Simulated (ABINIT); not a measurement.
## Rb2NaYF6 (Fm-3m): a self-consistent loop beyond G0W0, cycle by cycle

Aim: iterate the self-energy on Rb2NaYF6 (Fm-3m) and follow the gap from cycle to cycle.

Main program and level: ABINIT 10.8.3; PBEsol and many-body steps on it, plane waves.

## (1) Set-up

The structure is cubic, space group Fm-3m (No. 225). Conventional cell: a = 8.895 Å, b = 8.895 Å, c = 8.895 Å, α = 90.00°, β = 90.00°, γ = 90.00°. Rb has 12 F at 3.15 Å nearest. Nearest to Na lie 6 F at 2.28 Å. Nearest to Y lie 6 F at 2.17 Å. Nearest to F lie 1 Y at 2.17 Å and 1 Na at 2.28 Å and 4 Rb at 3.15 Å. Farther neighbours and most contacts between anions are not listed.

The cell and positions come from the Crystallography Open Database and are kept as given unless a step says otherwise.

## (2) Empty states on the mesh, 2×2×2 mesh, 278 bands

This step: ABINIT 10.8.3; DFT, PBEsol, plane waves, norm-conserving pseudopotentials.

The sums over transitions need many empty states on a uniform mesh; this step solves for them.

run.abi reads:

```
acell 3*1.0 Angstrom
rprim 
  -0.000000000000 4.447500000000 4.447500000000
  4.447500000000 -0.000000000000 4.447500000000
  4.447500000000 4.447500000000 -0.000000000000
ntypat 4
znucl 37 11 39 9
natom 10
typat 1 1 2 3 4 4 4 4 4 4
xred 
  0.250000000000 0.250000000000 0.250000000000
  0.750000000000 0.750000000000 0.750000000000
  0.500000000000 0.500000000000 0.500000000000
  0.000000000000 0.000000000000 0.000000000000
  0.756000000000 0.244000000000 0.244000000000
  0.244000000000 0.756000000000 0.244000000000
  0.244000000000 0.756000000000 0.756000000000
  0.756000000000 0.244000000000 0.756000000000
  0.244000000000 0.244000000000 0.756000000000
  0.756000000000 0.756000000000 0.244000000000
pp_dirpath "pseudos"
pseudos "Rb.upf, Na.upf, Y.upf, F.upf"
ecut 38
ngkpt 2 2 2
nshiftk 1
shiftk 0 0 0
kptopt 1
chksymbreak 0
iscf -2
irdden 1
istwfk *1
nband 278
nbdbuf 24
tolwfr 1e-09
nstep 60
prtvol 0
indata_prefix "in"
outdata_prefix "out"
tmpdata_prefix "tmp"
```

Run with:

```bash
OMP_NUM_THREADS=1 mpirun -n 3 abinit run.abi > log
```

Numbers of over 12 decimals in the logs are rounded to 6 here.

The log of the run:

```text
.Version 10.8.3 of ABINIT. v10.8.2 released Aug 2026.

 Symmetries : space group Fm -3 m (#225); Bravais cF (face-center cubic)
[... echo of the input left out ...]
== DATASET  1 ==================================================================
-   mpi_nproc: 3, omp_nthreads: 1 (-1 if OMP is not activated)

--- !DatasetInfo
iteration_state: {dtset: 1, }
dimensions: {natom: 10, nkpt: 3, mband: 278, nsppol: 1, nspinor: 1, nspden: 1, mpw: 13323, }
cutoff_energies: {ecut:  38.0, pawecutdg:  -1.0, }
[...]
2.37307    2.37307    2.37307    2.37864    2.37864    2.37864    2.39099    2.39099
   2.39099    2.40592    2.40592    2.40593    2.40936    2.40936    2.41219    2.41329
   2.44361    2.44366    2.44396    2.46976    2.47015    2.47252
 prteigrs : prtvol=0 or 1, do not print more k-points.

== END DATASET(S) ==============================================================
================================================================================

 -outvars: echo values of variables after computation  --------
            nband         278
             nkpt           3
          spgroup         225
 [... the other variables as echoed above ...]

 Calculation completed.
```

The job ended after 4.5 min (3 MPI ranks of Arm Neoverse V1, shared host; peak memory 0.53 GiB).

Numbers from this step:

- gap: 6.522 eV
- k of the valence top: 0, 0, 0
- k of the conduction bottom: 0, 0, 0
- least direct gap: 6.522 eV
- k points computed: 3
- lowest point of the top converged band, above the valence top: 63.9593 eV

On this mesh the gap is 6.522 eV.

The density comes from a self-consistent run that is not shown.

## (3) Screening, 2×2×2 mesh, 254 bands, screening to 130.6 eV

The RPA dielectric matrix is built and inverted for each q.

This step: RPA screening on PBEsol, plane waves, norm-conserving pseudopotentials.

Changes to run.abi since step 2:

```diff
@@ -28,10 +28,11 @@
 chksymbreak 0
-iscf -2
-irdden 1
 istwfk *1
-nband 278
-nbdbuf 24
-tolwfr 1e-09
-nstep 60
-prtvol 0
+occopt 1
+irdwfk 1
+optdriver 3
+nband 254
+ecuteps 4.8
+inclvkb 2
+awtr 1
+symchi 1
 indata_prefix "in"
```

Run with:

```bash
OMP_NUM_THREADS=1 mpirun -n 4 abinit run.abi > log
```

The log of the run:

```text
.Version 10.8.3 of ABINIT. v10.8.2 released Aug 2026.

 Symmetries : space group Fm -3 m (#225); Bravais cF (face-center cubic)
[... echo of the input left out ...]
== DATASET  1 ==================================================================
-   mpi_nproc: 4, omp_nthreads: 1 (-1 if OMP is not activated)

--- !DatasetInfo
iteration_state: {dtset: 1, }
dimensions: {natom: 10, nkpt: 3, mband: 254, nsppol: 1, nspinor: 1, nspden: 1, mpw: 13323, }
cutoff_energies: {ecut:  38.0, pawecutdg:  -1.0, }
electrons: {nelect:   8.00000000E+01, charge:   0.00000000E+00, occopt:   1.00000000E+00, tsmear:   1.00000000E-02, }

 SCREENING: Calculation of the susceptibility and dielectric matrices

 Based on a program developped by R.W. Godby, V. Olevano, G. Onida, and L. Reining.
 Incorporated in ABINIT by V. Olevano, G.-M. Rignanese, and M. Torrent.
.Using double precision arithmetic ; gwpc =  8

[... cell and pseudopotentials left out ...]
--------------------------------------------------------------------------------

 ==== K-mesh for the wavefunctions ====
 Number of points in the irreducible wedge :     3
[... list of points left out ...]
 Together with 48 symmetry operations and time-reversal symmetry
 yields     8 points in the full Brillouin Zone.

 ==== Q-mesh for the screening function ====
 Number of points in the irreducible wedge :     3
[... list of points left out ...]
 Together with 48 symmetry operations and time-reversal symmetry
 yields     8 points in the full Brillouin Zone.

 setmesh: FFT mesh size selected  =    45x   45x   45
          total number of points  =        91125

 vcoul_init : cutoff-mode = AUXILIARY_FUNCTION
 q-points for optical limit:   1
     1)      0.000010    0.000020    0.000030

- screening: taking advantage of time-reversal symmetry
- Maximum band index for partially occupied states nbvw = 40
- Remaining bands to be divided among processors   nbcw = 214
- Number of bands treated by each node ~53

 Number of electrons calculated from density =   80.0000; Expected =   80.0000
 average of density, n =  0.067378
 r_s =    1.5245
 omega_plasma =   25.0388 [eV]

 calculating chi0 at frequencies [eV] :
  1    0.000000E+00    0.000000E+00
  2    0.000000E+00    2.503879E+01

--------------------------------------------------------------------------------
  q-point number  1        q = ( 0.000000, 0.000000, 0.000000) [r.l.u.]
--------------------------------------------------------------------------------
[... chi0 elements left out ...]
 For q-point:  0.000010 0.000020 0.000030
  dielectric constant =   2.0522
  dielectric constant without local fields =   2.2743

  Average fulfillment of the sum rule on Im[epsilon] for q-point    1 :     58.10  [%]
[... wings left out ...]
  q-point number  2        q = ( 0.500000, 0.000000, 0.000000) [r.l.u.]
--------------------------------------------------------------------------------
[... chi0 elements left out ...]
  Average fulfillment of the sum rule on Im[epsilon] for q-point    2 :     62.16  [%]

 [... 1 further q-points ...]
```

Wall time 2.5 min (4 MPI ranks); peak memory 2.9 GiB; 10 min of CPU time.

Numbers from this step:

```yaml
eps_infinity_with_local_fields_on_this_mesh_along_the_program_s_q_direction: 2.052
the_same_without_local_fields: 2.274
plasma_frequency: 25.04 eV
plane_waves_in_the_screening_matrix: 609
```

Local fields lower ε∞ by 10 %. On a Γ-centred mesh this coarse the value itself is usually too large, while a short band sum pulls it down.

## (4) G0W0

The self-energy is evaluated for the states that the input lists, and the levels follow from it, in one-shot runs by the linearised quasiparticle equation.

This step: G0W0 on PBEsol, plane waves, norm-conserving pseudopotentials.

Changes to run.abi since step 3:

```diff
@@ -31,8 +31,15 @@
 irdwfk 1
-optdriver 3
+optdriver 4
 nband 254
+gwcalctyp 0
+ecutsigx 38
+symsigma 1
+nkptgw 1
+kptgw 
+  0.0000000000 0.0000000000 0.0000000000
+bdgw 
+  38 44
 ecuteps 4.8
-inclvkb 2
-awtr 1
-symchi 1
+irdscr 1
+ppmodel 1
 indata_prefix "in"
```

The log of the run:

```text
.Version 10.8.3 of ABINIT. v10.8.2 released Aug 2026.

 Symmetries : space group Fm -3 m (#225); Bravais cF (face-center cubic)
[... echo of the input left out ...]
== DATASET  1 ==================================================================
-   mpi_nproc: 4, omp_nthreads: 1 (-1 if OMP is not activated)

--- !DatasetInfo
iteration_state: {dtset: 1, }
dimensions: {natom: 10, nkpt: 3, mband: 254, nsppol: 1, nspinor: 1, nspden: 1, mpw: 13323, }
cutoff_energies: {ecut:  38.0, pawecutdg:  -1.0, }
electrons: {nelect:   8.00000000E+01, charge:   0.00000000E+00, occopt:   1.00000000E+00, tsmear:   1.00000000E-02, }

 SIGMA: Calculation of the GW corrections

 Based on a program developped by R.W. Godby, V. Olevano, G. Onida, and L. Reining.
 Incorporated in ABINIT by V. Olevano, G.-M. Rignanese, and M. Torrent.
.Using double precision arithmetic ; gwpc =  8

[... cell and pseudopotentials left out ...]
--------------------------------------------------------------------------------

 ==== K-mesh for the wavefunctions ====
 Number of points in the irreducible wedge :     3
[... list of points left out ...]
 Together with 48 symmetry operations and time-reversal symmetry
 yields     8 points in the full Brillouin Zone.

 ==== Q-mesh for screening function ====
 Number of points in the irreducible wedge :     3
[... list of points left out ...]
 Together with 48 symmetry operations and time-reversal symmetry
 yields     8 points in the full Brillouin Zone.

 vcoul_init : cutoff-mode = AUXILIARY_FUNCTION
 q-points for optical limit:   1
     1)      0.000010    0.000020    0.000030
 setmesh: FFT mesh size selected  =    72x   72x   72
          total number of points  =       373248

 Number of electrons calculated from density =   80.0000; Expected =   80.0000
 average of density, n =  0.067378
 r_s =    1.5245
 omega_plasma =   25.0388 [eV]

 === KS Band Gaps ===
  >>>> For spin  1
   Minimum direct gap =   6.5218 [eV], located at k-point      :   0.0000  0.0000  0.0000
   Fundamental gap    =   6.5218 [eV], Top of valence bands at :   0.0000  0.0000  0.0000
                                       Bottom of conduction at :   0.0000  0.0000  0.0000
 SIGMA fundamental parameters:
 PLASMON POLE MODEL  1
 number of plane-waves for SigmaX                13323
 number of plane-waves for SigmaC and W            609
 number of plane-waves for wavefunctions         13323
 number of bands                                   254
 number of independent spin polarizations            1
 number of spinorial components                      1
 number of k-points in IBZ                           3
 number of q-points in IBZ                           3
 number of symmetry operations                      48
 number of k-points in BZ                            8
 number of q-points in BZ                            8
 number of frequencies for dSigma/dE                 9
 frequency step for dSigma/dE [eV]                0.25
 number of omega for Sigma on real axis              0
 max omega for Sigma on real axis  [eV]           0.00
 zcut for avoiding poles [eV]                     0.10

 EPSILON^-1 parameters (SCR file):
 dimension of the eps^-1 matrix on file            609
 dimension of the eps^-1 matrix used               609
 number of plane-waves for wavefunctions         13323
 number of bands                                   254
 number of q-points in IBZ                           3
 number of frequencies                               2
 number of real frequencies                          1
 number of imag frequencies                          1

 matrix elements of self-energy operator (all in [eV])

 Perturbative Calculation

--- !SelfEnergy_ee
iteration_state: {dtset: 1, }
kpoint     : [   0.000,    0.000,    0.000, ]
spin       : 1
KS_gap     :    6.522
QP_gap     :    9.824
Delta_QP_KS:    3.303
data: !SigmaeeData |
     Band     E0 <VxcDFT>   SigX SigC(E0)      Z dSigC/dE  Sig(E)    E-E0       E
       38  -1.244 -22.129 -29.447   5.035   0.806  -0.240 -23.970  -1.841  -3.085
       39  -1.244 -22.129 -29.447   5.035   0.806  -0.240 -23.970  -1.841  -3.085
       40  -1.244 -22.129 -29.447   5.035   0.806  -0.240 -23.970  -1.841  -3.085
       41   5.278  -8.623  -4.270  -2.725   0.897  -0.114  -7.161   1.461   6.739
       42   7.080 -13.543  -7.561  -2.969   0.875  -0.143 -10.907   2.635   9.716
       43   7.080 -13.543  -7.561  -2.969   0.875  -0.143 -10.907   2.635   9.716
       44   7.080 -13.543  -7.561  -2.969   0.875  -0.143 -10.907   2.635   9.716

== END DATASET(S) ==============================================================
================================================================================

 -outvars: echo values of variables after computation  --------
           etotal      0.0000000000E+00
            nband         254
             nkpt           3
          spgroup         225
 [... the other variables as echoed above ...]

 Calculation completed.
```

The job ended after 31 s (4 MPI ranks; peak memory 2.4 GiB).

Numbers from this step:

```
G0W0 gap on the points computed              : 9.824 eV
starting gap on the mesh                     : 6.522 eV
k of the valence top                         : 0, 0, 0
k of the conduction bottom                   : 0, 0, 0
Z at the valence top                         : 0.806
Z at the conduction bottom                   : 0.897
least direct G0W0 gap on the computed points : 9.824 eV
```

The gap on the mesh goes from 6.52 eV to 9.82 eV, a correction of +3.30 eV.

## (5) evGW0, cycle 1

This step: evGW0 on PBEsol, plane waves, norm-conserving pseudopotentials.

Changes to run.abi since step 4:

```diff
@@ -33,10 +33,14 @@
 nband 254
-gwcalctyp 0
+gwcalctyp 10
 ecutsigx 38
 symsigma 1
-nkptgw 1
+nkptgw 3
 kptgw 
   0.0000000000 0.0000000000 0.0000000000
+  0.5000000000 0.0000000000 0.0000000000
+  0.5000000000 0.5000000000 0.0000000000
 bdgw 
-  38 44
+  17 52
+  17 52
+  17 52
 ecuteps 4.8
```

The log of the run:

```text
.Version 10.8.3 of ABINIT. v10.8.2 released Aug 2026.

 Symmetries : space group Fm -3 m (#225); Bravais cF (face-center cubic)
[... echo of the input left out ...]
== DATASET  1 ==================================================================
-   mpi_nproc: 4, omp_nthreads: 1 (-1 if OMP is not activated)

--- !DatasetInfo
iteration_state: {dtset: 1, }
dimensions: {natom: 10, nkpt: 3, mband: 254, nsppol: 1, nspinor: 1, nspden: 1, mpw: 13323, }
cutoff_energies: {ecut:  38.0, pawecutdg:  -1.0, }
electrons: {nelect:   8.00000000E+01, charge:   0.00000000E+00, occopt:   1.00000000E+00, tsmear:   1.00000000E-02, }

 SIGMA: Calculation of the GW corrections

 Based on a program developped by R.W. Godby, V. Olevano, G. Onida, and L. Reining.
 Incorporated in ABINIT by V. Olevano, G.-M. Rignanese, and M. Torrent.
.Using double precision arithmetic ; gwpc =  8

[... cell and pseudopotentials left out ...]
--------------------------------------------------------------------------------

 ==== K-mesh for the wavefunctions ====
 Number of points in the irreducible wedge :     3
[... list of points left out ...]
 Together with 48 symmetry operations and time-reversal symmetry
 yields     8 points in the full Brillouin Zone.

 ==== Q-mesh for screening function ====
 Number of points in the irreducible wedge :     3
[... list of points left out ...]
 Together with 48 symmetry operations and time-reversal symmetry
 yields     8 points in the full Brillouin Zone.

 vcoul_init : cutoff-mode = AUXILIARY_FUNCTION
 q-points for optical limit:   1
     1)      0.000010    0.000020    0.000030
 setmesh: FFT mesh size selected  =    72x   72x   72
          total number of points  =       373248

 Number of electrons calculated from density =   80.0000; Expected =   80.0000
[...]
--- !SelfEnergy_ee
iteration_state: {dtset: 1, }
kpoint     : [   0.500,    0.000,    0.000, ]
spin       : 1
KS_gap     :    8.562
QP_gap     :   13.109
Delta_QP_KS:    4.547
data: !SigmaeeData |
     Band     E_DFT   <VxcDFT>   E(N-1)  <Hhartree>   SigX  SigC[E(N-1)]    Z     dSigC/dE  Sig[E(N)]  DeltaE  E(N)_pert E(N)_diago
[...]
--- !SelfEnergy_ee
iteration_state: {dtset: 1, }
kpoint     : [   0.500,    0.500,    0.000, ]
spin       : 1
KS_gap     :    8.436
QP_gap     :   12.963
Delta_QP_KS:    4.527
data: !SigmaeeData |
     Band     E_DFT   <VxcDFT>   E(N-1)  <Hhartree>   SigX  SigC[E(N-1)]    Z     dSigC/dE  Sig[E(N)]  DeltaE  E(N)_pert E(N)_diago
[...]
51    10.460   -10.981    10.460    21.441    -5.715    -2.640     0.887    -0.127    -8.651     2.330    12.790    13.086
       52    10.460   -10.981    10.460    21.441    -5.715    -2.640     0.887    -0.127    -8.651     2.330    12.790    13.086

 New Fermi energy :        6.208661E-02 Ha ,    1.689463E+00 eV

 === QP Band Gaps ===
  >>>> For spin  1
   Minimum direct gap =  10.4341 [eV], located at k-point      :   0.0000  0.0000  0.0000
   Fundamental gap    =  10.4341 [eV], Top of valence bands at :   0.0000  0.0000  0.0000
                                       Bottom of conduction at :   0.0000  0.0000  0.0000

 writing QP data on file : out_QPS

 Convergence of QP corrections
 >>>>> For spin  1 <<<<<
.  kptgw no:  1; Maximum DeltaE = (  -1.844   0.000) for band index: 35
.  kptgw no:  2; Maximum DeltaE = (  -1.844   0.000) for band index:  1
.  kptgw no:  3; Maximum DeltaE = (  -1.884  -0.000) for band index:  2

== END DATASET(S) ==============================================================
================================================================================

 -outvars: echo values of variables after computation  --------
           etotal      0.0000000000E+00
            nband         254
             nkpt           3
          spgroup         225
 [... the other variables as echoed above ...]

 Calculation completed.
```

It took 8 min on 4 MPI ranks; peak memory 5 GiB.

Numbers from this step:

```yaml
quasiparticle_gap_on_the_points_computed: 10.44 eV
gap_of_the_density_functional_on_the_mesh: 6.522 eV
k_of_the_valence_top: 0, 0, 0
k_of_the_conduction_bottom: 0, 0, 0
z_at_the_valence_top: 0.806
z_at_the_conduction_bottom: 0.897
least_direct_quasiparticle_gap_on_the_computed_points: 10.44 eV
```

Against G0W0 in ABINIT (2×2×2 mesh, 254 bands, screening to 130.6 eV, Godby-Needs plasmon pole), the gap moves by +0.611 eV. This first cycle still uses the starting levels; it takes the full correction, at all points of the mesh, and its linearised value is 9.824 eV.

## (6) evGW0, cycle 2

The corrected levels of the last cycle go back in.

Changes to run.abi since step 5:

```diff
@@ -48,2 +48,3 @@
 ppmodel 1
+irdqps 1
 indata_prefix "in"
```

The log of the run:

```text
.Version 10.8.3 of ABINIT. v10.8.2 released Aug 2026.

 Symmetries : space group Fm -3 m (#225); Bravais cF (face-center cubic)
[... echo of the input left out ...]
== DATASET  1 ==================================================================
-   mpi_nproc: 4, omp_nthreads: 1 (-1 if OMP is not activated)

--- !DatasetInfo
iteration_state: {dtset: 1, }
dimensions: {natom: 10, nkpt: 3, mband: 254, nsppol: 1, nspinor: 1, nspden: 1, mpw: 13323, }
cutoff_energies: {ecut:  38.0, pawecutdg:  -1.0, }
[...]
Convergence of QP corrections
 >>>>> For spin  1 <<<<<
.  kptgw no:  1; Maximum DeltaE = (   0.040   0.000) for band index: 35
.  kptgw no:  2; Maximum DeltaE = (   0.053  -0.000) for band index: 36
.  kptgw no:  3; Maximum DeltaE = (   0.062   0.000) for band index: 36

== END DATASET(S) ==============================================================
================================================================================

 -outvars: echo values of variables after computation  --------
           etotal      0.0000000000E+00
            nband         254
             nkpt           3
          spgroup         225
 [... the other variables as echoed above ...]

 Calculation completed.
```

It took 7.9 min on 4 MPI ranks; peak memory 5 GiB; 32 min of CPU time.

This step gave:

```yaml
quasiparticle_gap_on_the_points_computed: 10.33 eV
gap_of_the_density_functional_on_the_mesh: 6.522 eV
k_of_the_valence_top: 0, 0, 0
k_of_the_conduction_bottom: 0, 0, 0
least_direct_quasiparticle_gap_on_the_computed_points: 10.33 eV
```

Against the cycle before, the gap moves by −0.107 eV.

(Part 1 of 3 ends here.)

[Paths, hosts, dates, memory and timing lines, banners, echoed tables and standing remarks are left out of the program output.]

[Logs are printed without paths, hosts, clocks, repeated set-up lines and the standing remarks that a program may print on its own settings, such as how far it seeks lower states.]

[Runs of the session that timed out or met a known fault of the program may be left out.]

[Hosts, paths, dates, database ids (printed as entryN), source tags and the programs' standing remarks are cut or masked in the printed files.]

[G0W0 gaps are taken among the corrected bands and points alone; a level outside them can change the order at an edge.]

[Where Ansatz stands beside ABINIT at settings called matched, ABINIT's density can come from a denser mesh and the files from another edition; pairs whose starting gaps differed by over 0.03 eV were left out, so agreement reads better than it is.]
